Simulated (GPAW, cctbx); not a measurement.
# How far are the atoms of CaCu3 from free atoms?

Aim: compute the bonding part of the density of CaCu3, find which reflections carry it, and see how it biases an ordinary refinement.

The start was made by putting kin elements into a known structure type; the compound need not exist, or be stable, in this form. All numbers below are calculated.

**1. Find the equilibrium geometry**

The density hangs on the geometry, so cell and atoms are relaxed first, with the symmetry held. The cutoff is set higher than for the density because stress converges slowly with plane waves.

Settings: GPAW 26.7.0, PBE, 570 eV, 5×5×5 k-points, Fermi–Dirac width 0.1 eV, BFGS to 0.03 eV/Å.

```text
cell
1.0
     4.078000000    0.000000000    0.000000000
     0.000000000    4.078000000    0.000000000
     0.000000000    0.000000000    4.078000000
Cu Ca
3 1
Direct
0.500000000 0.500000000 0.000000000
0.500000000 0.000000000 0.500000000
0.000000000 0.500000000 0.500000000
0.000000000 0.000000000 0.000000000
```

```console
$ OMP_NUM_THREADS=1 mpirun -n 4 gpaw python run.py > gpaw.log
```

```text
BFGS:    0      -12.433820        0.018011
cell  4.0780 4.0780 4.0780  90.00 90.00 90.00
volume 67.817 A^3, largest force 0.000 eV/A, largest stress 0.17 GPa
```

The starting cell already met the threshold. After 0 steps the volume has changed by 0.0 % and the energy by 0.000 eV; the largest stress left is 0.17 GPa. It took 7.3 s on 4 cores of Arm Neoverse V1 (shared host), peak memory 0.65 GiB.

Relaxed structure: Pm-3m (no. 221), a = 4.0780 Å, b = 4.0780 Å, c = 4.0780 Å, α = 90.00°, β = 90.00°, γ = 90.00°.

```csv
atom,mult.,x,y,z
Cu1,3,1/2,1/2,0
Ca1,1,0,0,0
```

**2. Density and charge transfer**

X-rays see the whole electron density, so the PAW density is rebuilt with its core regions. Subtracting spherical free atoms from the same code cancels the cores and leaves the deformation density Δρ, the part due to bonding.

Settings: PBE, 450 eV, 6×6×6 k-points, Fermi–Dirac width 0.1 eV; primitive cell of 4 atoms.

```console
$ OMP_NUM_THREADS=1 mpirun -n 4 gpaw python run.py > gpaw.log
```

```text
|iter:   1|       0s |  -16.477629 | +0.53 |       |
|iter:   2|       1s |  -14.191103 | -0.92 | -0.82 |
|iter:   3|       1s |  -12.387157 | -0.89 | -1.01 |
...
|iter:   8|       3s |  -12.318360c| -6.60 | -3.63 |
|iter:   9|       3s |  -12.318343c| -6.65 | -3.81 |
|iter:  10|       3s |  -12.318342c| -8.30c| -4.60c|
```

```text
grid (40, 40, 40)  electrons 107.000  moved by bonding 0.696 e
deformation density beyond 0.5 A of the nuclei: max 0.050, min -0.150 e/A^3
atom        x       y       z   Voronoi charge  moment
Cu1    0.5000  0.5000  0.0000      0.022       0.00
Cu2    0.5000  0.0000  0.5000      0.022       0.00
Cu3    0.0000  0.5000  0.5000      0.022       0.00
Ca4    0.0000  0.0000  0.0000     -0.066       0.00
mean inner potential of superposed free atoms 18.372 V
total magnetic moment 0.000 muB
```

Deformation density in a plane through the shortest contact of the Cu atom at the origin, in 0.01 e/Å³ (clipped at ±99); x from -1.6 to 4.5 Å, y from 2.4 down to -2.4 Å:

```text
  2   1  -2  -7 -16  -7   0   2   2   0  -7 -16  -7  -2   1   2
  1   1   0  -1  -2   0   1   2   2   1   0  -2  -1   0   1   1
  1   1   1   2   2   2   2   1   1   2   2   2   2   1   1   1
  1   1   1   1   2   2   2   1   1   2   2   2   1   1   1   1
  1   1   0  -3  -4  -1   1   2   2   1  -1  -4  -3   0   1   1
  2   1  -3  -6   .  -9  -1   2   2  -1  -9   .  -6  -3   1   2
  2   2  -5   .   .   .  -3   2   2  -3   .   .   .  -5   2   2
  2   2  -1 -10   .  -6  -2   1   1  -2  -6   . -10  -1   2   2
  2   2   1  -1  -4  -3   0   1   1   0  -3  -4  -1   1   2   2
  1   1   2   2   2   1   1   1   1   1   1   2   2   2   1   1
  1   1   2   2   2   2   1   1   1   1   2   2   2   2   1   1
  2   2   1   0  -2  -1   0   1   1   0  -1  -2   0   1   2   2
  2   2   0  -8 -15  -7  -2   1   1  -2  -7 -15  -8   0   2   2
```

Atoms in or within 0.15 Å of the plane: Cu (0.0, 0.0), Cu (2.9, 0.0) Å. Dots mark points within about 0.45 Å of a nucleus; large values next to them are atomic features.

Ca gains most (-0.07 e) and Cu loses most (+0.02 e), which isn't the order of electronegativity: valence and coordination count too, and Voronoi cells cut space at the midplane whatever the atoms' sizes. Along the shortest contact from the Cu atom at the map's origin, Cu–Cu at 2.88 Å, Δρ is +0.03 e/Å³ at the midpoint: little piles up between the atoms, as is usual in a metallic crystal, which this run finds. At the midpoints of other shortest contacts it is 0.00 (Cu–Ca, 2.88 Å) e/Å³. Point values carry grid noise of about 0.01 e/Å³. The run needed 10 iterations, 7.6 s.

**3. Structure factors**

The Fourier components of Δρ, added to those of the free atoms, give the static X-ray structure factors; the Mott–Bethe relation turns them into the Fourier components V of the potential that fast electrons feel.

```text
static structure factors of the conventional cell: F in electrons, V (Mott-Bethe) in volts
   h  k  l      d  |F| table  |F| free   |F| DFT   change   |V| free  |V| DFT  change %
   0  1  0  4.0780     9.760     9.658     9.495   -0.163     0.739    0.556    -24.8
   0  1  1  2.8836     9.468     9.342     9.175   -0.166     0.192    0.099    -48.7
   1  1  1  2.3544    83.218    82.748    82.285   -0.463     9.086    9.260      1.9
   0  2  0  2.0390    78.706    78.210    77.767   -0.443     8.090    8.214      1.5
   0  2  1  1.8237     8.469     8.307     8.135   -0.173     0.156    0.195     24.9
   1  2  1  1.6648     8.164     8.019     7.862   -0.156     0.184    0.213     15.9
   0  2  2  1.4418    65.369    65.109    64.952   -0.157     5.886    5.908      0.4
   1  2  2  1.3593     7.301     7.214     7.180   -0.035     0.223    0.227      1.9
   0  3  0  1.3593     7.301     7.214     7.151   -0.063     0.223    0.231      3.5
   0  3  1  1.2896     7.029     6.959     6.941   -0.019     0.229    0.231      0.9
   1  3  1  1.2296    58.437    58.338    58.253   -0.085     4.972    4.981      0.2
   2  2  2  1.1772    56.518    56.454    56.395   -0.058     4.734    4.740      0.1
   0  3  2  1.1310     6.262     6.230     6.234    0.004     0.240    0.239     -0.1
   1  3  2  1.0899     6.023     6.000     6.011    0.011     0.241    0.240     -0.4
```

The largest X-ray change is -0.46 e on 111, 0.6 % of |F|. For electrons V goes as (Z − F)/g², so a change of F counts against Z − F, which is small at low angle and wherever the atoms' terms cancel: |V| of 011 moves by -48.7 % (0.19 to 0.10 V) against -1.8 % in |F|. The tabulated Hartree–Fock atoms differ from the free DFT atoms by up to 0.50 e, so the choice of reference atom matters too.

**4. How cheap can the run be?**

Cutoff and k-mesh: one is changed at a time, to find what the result needs.

| run | ΔF 111 (e) | ΔF 020 (e) | ΔF 021 (e) | q(Ca) (e) | moved (e) | time |
| --- | --- | --- | --- | --- | --- | --- |
| 450 eV 6×6×6 | -0.463 | -0.443 | -0.173 | -0.066 | 0.696 | 7.6 s |
| 250 eV 6×6×6 | -0.473 | -0.456 | -0.171 | -0.065 | 0.706 | 5.5 s |
| 350 eV 6×6×6 | -0.472 | -0.452 | -0.174 | -0.068 | 0.729 | 7.3 s |
| 750 eV 6×6×6 | -0.461 | -0.441 | -0.172 | -0.066 | 0.694 | 15 s |
| 450 eV 2×2×2 | -0.481 | -0.402 | -0.162 | -0.062 | 0.686 | 5.4 s |
| 450 eV 3×3×3 | -0.466 | -0.460 | -0.172 | -0.070 | 0.706 | 5.2 s |

Within 0.01 e of the base on all three: 350 eV 6×6×6 and 750 eV 6×6×6. The largest error, 0.041 e, comes with 450 eV 2×2×2. Times are from shared hosts.

**5. What a spherical-atom refinement makes of it**

Routine crystallography fits spherical atoms. To see the bias, intensities are simulated from tabulated atoms plus the DFT change ΔF, so that bonding alone can misfit (2300 reflections of the full sphere, merged to the counts below, to 0.5 Å, 1 % proportional noise plus counting noise, assumed isotropic U as listed, Δρ smeared by the mean U) and refined with cctbx over different ranges.

```csv
range,data,R1,GooF,U Cu1 (true 0.0055),U Ca1 (true 0.0062),largest shift (Å),"Δρ max, min (e/Å³)"
all data,85,0.0036,1.47,0.0055,0.0061,0.0000,"0.18, -0.15"
"low resolution, d > 0.84",23,0.0029,1.88,0.0051,0.0057,0.0000,"0.12, -0.16"
"high order, d < 0.75",53,0.0043,1.04,0.0056,0.0062,0.0000,"0.18, -0.08"
"occupancies free, d > 0.7",36,0.0024,1.48,0.0053,0.0063,0.0000,"0.07, -0.14"
```

With all data GooF is 1.47, so the misfit of spherical atoms stands above the noise; the top residual peak lies 0.75 Å from Ca and 2.31 Å from Cu. No U is off by more than 3 s.u. at low resolution. Symmetry fixes every coordinate, so the shifts are zero by construction. With Cu1 held at 1 and the scale free, the other occupancies refine to Ca1 1.009(0.003), within three s.u. of full.

**6. Answer**

Bonding moves 0.70 e in the primitive cell of CaCu3 and changes the structure factors of the conventional cell in the table above by at most 0.46 e (111, 0.6 %), and among reflections above 2 % of the strongest by up to 2.1 % (021). The shortest bond, Cu–Cu, has Δρ = +0.03 e/Å³ at its midpoint, with no localised bond charge. Within 0.01 e of the base on all three: 350 eV 6×6×6 and 750 eV 6×6×6. The largest error, 0.041 e, comes with 450 eV 2×2×2. With all data GooF is 1.47, so the misfit of spherical atoms stands above the noise. Limits: static density, frozen cores, no spin–orbit coupling.

[Outputs are excerpts: Python notices, other lines and further rows are left out; steps that failed or that the build refused (PBEsol, TPSS) are not shown.]

[Logs are printed without paths, hosts, clocks, repeated set-up lines and the standing remarks that a program may print on its own settings, such as how far it seeks lower states.]
